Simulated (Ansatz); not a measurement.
# (ScN)3(CdO)1 [001] superlattice, started as rocksalt type: relaxing the cell for a phonon run, part 2 of 2

Task: relax (ScN)3(CdO)1 [001] superlattice, started as rocksalt type tightly.

Ansatz 0.2.0; DFT PBEsol, scalar-relativistic, plane waves, PAW.

So far. Step 2 (Probe on a coarse mesh): The coarse mesh shows a gap of 0.30 eV and a pressure of -3.2 GPa. The relaxed cell has a = 3.208, c = 8.984 Å (conventional setting).

The structure was built from a prototype and need not be the compound's stable phase.

### Step 5. Relaxing to small forces for the phonons (continued)

Valence density in the ac plane at fractional y = 0.000, with atoms of N and O and Sc within 0.2 Å of it. It is the smooth field of the valence electrons, not physical close to the nuclei.

Values in e/Å³, 24 rows by 14 columns, each cell a mean:
```
6.3 5.5 3.4 1.4 0.4 0.1 0.1 0.1 0.1 0.2 0.5 1.6 3.8 5.7
2.3 1.8 1.0 0.4 0.2 0.1 0.1 0.1 0.1 0.1 0.2 0.5 1.1 1.9
0.5 0.4 0.3 0.2 0.1 0.1 0.1 0.1 0.1 0.1 0.1 0.2 0.3 0.4
0.8 0.7 0.5 0.3 0.2 0.1 0.1 0.1 0.1 0.1 0.2 0.3 0.5 0.7
3.7 2.8 1.6 0.7 0.3 0.2 0.1 0.1 0.1 0.2 0.4 0.8 1.7 3.0
7.0 5.6 3.1 1.2 0.4 0.2 0.1 0.1 0.1 0.2 0.5 1.4 3.5 6.0
5.7 4.5 2.4 1.0 0.4 0.2 0.1 0.1 0.1 0.2 0.5 1.1 2.7 4.8
1.7 1.3 0.8 0.4 0.2 0.1 0.1 0.1 0.1 0.1 0.2 0.5 0.9 1.4
0.4 0.4 0.3 0.2 0.1 0.1 0.1 0.1 0.1 0.1 0.1 0.2 0.3 0.4
1.0 0.8 0.5 0.2 0.1 0.1 0.1 0.1 0.1 0.1 0.1 0.2 0.5 0.8
4.6 3.8 2.2 0.9 0.3 0.1 0.1 0.1 0.1 0.1 0.3 1.0 2.5 4.0
7.1 6.5 4.4 1.8 0.5 0.2 0.1 0.1 0.1 0.2 0.7 2.2 4.8 6.7
6.6 5.8 3.7 1.5 0.4 0.2 0.1 0.1 0.1 0.2 0.6 1.8 4.1 6.1
2.9 2.3 1.3 0.5 0.2 0.1 0.1 0.1 0.1 0.1 0.2 0.6 1.5 2.5
0.6 0.5 0.3 0.2 0.1 0.1 0.1 0.1 0.1 0.1 0.1 0.2 0.4 0.5
0.8 0.7 0.5 0.3 0.2 0.1 0.1 0.1 0.1 0.1 0.2 0.3 0.5 0.7
2.5 2.1 1.3 0.7 0.4 0.2 0.1 0.1 0.1 0.2 0.4 0.8 1.4 2.2
3.5 3.3 2.2 1.1 0.5 0.2 0.2 0.1 0.2 0.3 0.6 1.3 2.4 3.4
3.2 2.8 1.8 0.9 0.4 0.2 0.1 0.1 0.1 0.3 0.5 1.0 2.0 2.9
1.4 1.2 0.8 0.5 0.3 0.2 0.1 0.1 0.1 0.2 0.3 0.5 0.9 1.3
0.5 0.5 0.3 0.2 0.2 0.1 0.1 0.1 0.1 0.1 0.2 0.3 0.4 0.5
1.4 1.1 0.6 0.3 0.1 0.1 0.1 0.1 0.1 0.1 0.2 0.3 0.7 1.2
5.1 4.3 2.5 1.0 0.3 0.1 0.1 0.1 0.1 0.2 0.4 1.2 2.8 4.5
7.3 6.7 4.6 2.0 0.5 0.2 0.1 0.1 0.1 0.2 0.7 2.3 5.0 6.9
```
Columns run along a (3.2 Å), rows up along c (9.0 Å). Atoms in or near the plane, at fractional coordinates: N at (0.00, 0.25), O at (0.00, 0.75), Sc at (0.00, 0.00), Sc at (0.00, 0.50).

ELF in the ac plane at fractional y = 0.000, with atoms of N and O and Sc within 0.2 Å of it. It is the smooth field of the valence electrons, not physical close to the nuclei.

Values, 24 rows by 14 columns, each cell a mean:
```
0.44 0.59 0.71 0.56 0.18 0.05 0.09 0.11 0.08 0.06 0.25 0.61 0.71 0.56
0.66 0.61 0.45 0.20 0.05 0.04 0.07 0.09 0.07 0.04 0.07 0.24 0.48 0.63
0.21 0.18 0.13 0.08 0.06 0.05 0.06 0.06 0.06 0.05 0.06 0.09 0.14 0.19
0.65 0.62 0.54 0.40 0.21 0.10 0.07 0.06 0.07 0.12 0.25 0.42 0.56 0.63
0.76 0.79 0.79 0.69 0.42 0.17 0.08 0.07 0.09 0.21 0.48 0.71 0.80 0.79
0.38 0.59 0.77 0.77 0.52 0.21 0.09 0.07 0.10 0.26 0.58 0.78 0.76 0.55
0.59 0.70 0.79 0.74 0.49 0.19 0.09 0.07 0.09 0.24 0.55 0.76 0.79 0.68
0.82 0.80 0.74 0.58 0.32 0.13 0.08 0.07 0.08 0.16 0.37 0.61 0.76 0.81
0.31 0.29 0.24 0.17 0.10 0.07 0.06 0.06 0.06 0.07 0.11 0.19 0.25 0.30
0.43 0.36 0.23 0.09 0.04 0.04 0.06 0.07 0.06 0.04 0.04 0.11 0.25 0.38
0.66 0.70 0.66 0.42 0.11 0.05 0.08 0.10 0.07 0.05 0.16 0.47 0.68 0.69
0.15 0.39 0.68 0.64 0.24 0.06 0.09 0.12 0.09 0.07 0.32 0.67 0.66 0.33
0.33 0.52 0.70 0.58 0.19 0.06 0.10 0.12 0.09 0.07 0.26 0.61 0.69 0.48
0.66 0.63 0.49 0.24 0.07 0.06 0.09 0.11 0.09 0.05 0.09 0.29 0.52 0.64
0.26 0.22 0.17 0.12 0.10 0.09 0.09 0.10 0.09 0.09 0.10 0.13 0.18 0.23
0.68 0.67 0.63 0.55 0.41 0.23 0.13 0.10 0.14 0.26 0.44 0.57 0.64 0.67
0.69 0.75 0.81 0.79 0.67 0.40 0.18 0.12 0.19 0.46 0.70 0.80 0.81 0.74
0.13 0.39 0.72 0.81 0.73 0.46 0.21 0.13 0.23 0.53 0.76 0.81 0.69 0.32
0.42 0.59 0.77 0.81 0.71 0.44 0.19 0.13 0.21 0.51 0.73 0.81 0.76 0.55
0.78 0.78 0.77 0.70 0.55 0.31 0.15 0.11 0.17 0.37 0.59 0.72 0.77 0.78
0.39 0.38 0.35 0.30 0.22 0.15 0.11 0.10 0.11 0.16 0.24 0.31 0.35 0.38
0.46 0.40 0.26 0.12 0.06 0.06 0.09 0.10 0.09 0.06 0.06 0.14 0.29 0.41
0.61 0.67 0.68 0.44 0.12 0.06 0.09 0.12 0.09 0.06 0.17 0.49 0.69 0.66
0.09 0.34 0.67 0.65 0.25 0.06 0.10 0.12 0.09 0.08 0.33 0.68 0.64 0.28
```
Columns run along a (3.2 Å), rows up along c (9.0 Å). Atoms in or near the plane, at fractional coordinates: N at (0.00, 0.25), O at (0.00, 0.75), Sc at (0.00, 0.00), Sc at (0.00, 0.50).

Electrostatic potential energy in the ac plane at fractional y = 0.000, with atoms of N and O and Sc within 0.2 Å of it. With pseudopotentials it is smooth inside the atoms' cores, unlike the true potential.

Ten even steps from '0' (-53 eV) to '9' (16 eV), each cell a mean:
```
00246899999986420
55678999999998765
88899999999999988
89999999999999999
45689999999999865
12369999999999632
23479999999999743
77899999999999987
99999999999999999
77788999999998877
22467899999987642
00036799999976300
00146899999986410
44578899999988754
88899999999999988
99999999999999999
34689999999999864
00269999999999620
11479999999999741
77899999999999987
99999999999999999
66788999999998876
12357899999987532
00036799999976300
```
Columns run along a (3.2 Å; values clipped at the 3rd and 97th percentile), rows up along c (9.0 Å). Atoms in or near the plane, at fractional coordinates: N at (0.00, 0.25), O at (0.00, 0.75), Sc at (0.00, 0.00), Sc at (0.00, 0.50).

The largest force component left is 0.20 meV/Å and the pressure is -0.001 GPa, within the tolerances set. The cell now holds 11.56 Å³/atom.

### Step 6. What came out

```json
{"space group after relaxation (within 0.01 Å)": "P4/mmm", "lattice constant a": "3.208 Å", "lattice constant b": "3.208 Å", "lattice constant c": "8.984 Å", "volume per atom": "11.6 Å³", "gap on the k-mesh": "0.262 eV"}
```

**Reading.** The largest force component left is 0.20 meV/Å and the pressure is -0.001 GPa, within the tolerances set. The cell now holds 11.56 Å³/atom. The relaxation keeps the symmetry of its start, so it says nothing on stability against lower symmetry. The starting cell was built on a prototype and not taken from a measurement, so the phase need not exist.

[Logs are printed without paths, hosts, clocks, repeated set-up lines and the standing remarks that a program may print on its own settings, such as how far it seeks lower states.]

[Hosts, paths, dates, database ids (printed as entryN), source tags and the programs' standing remarks are cut or masked in the printed files.]
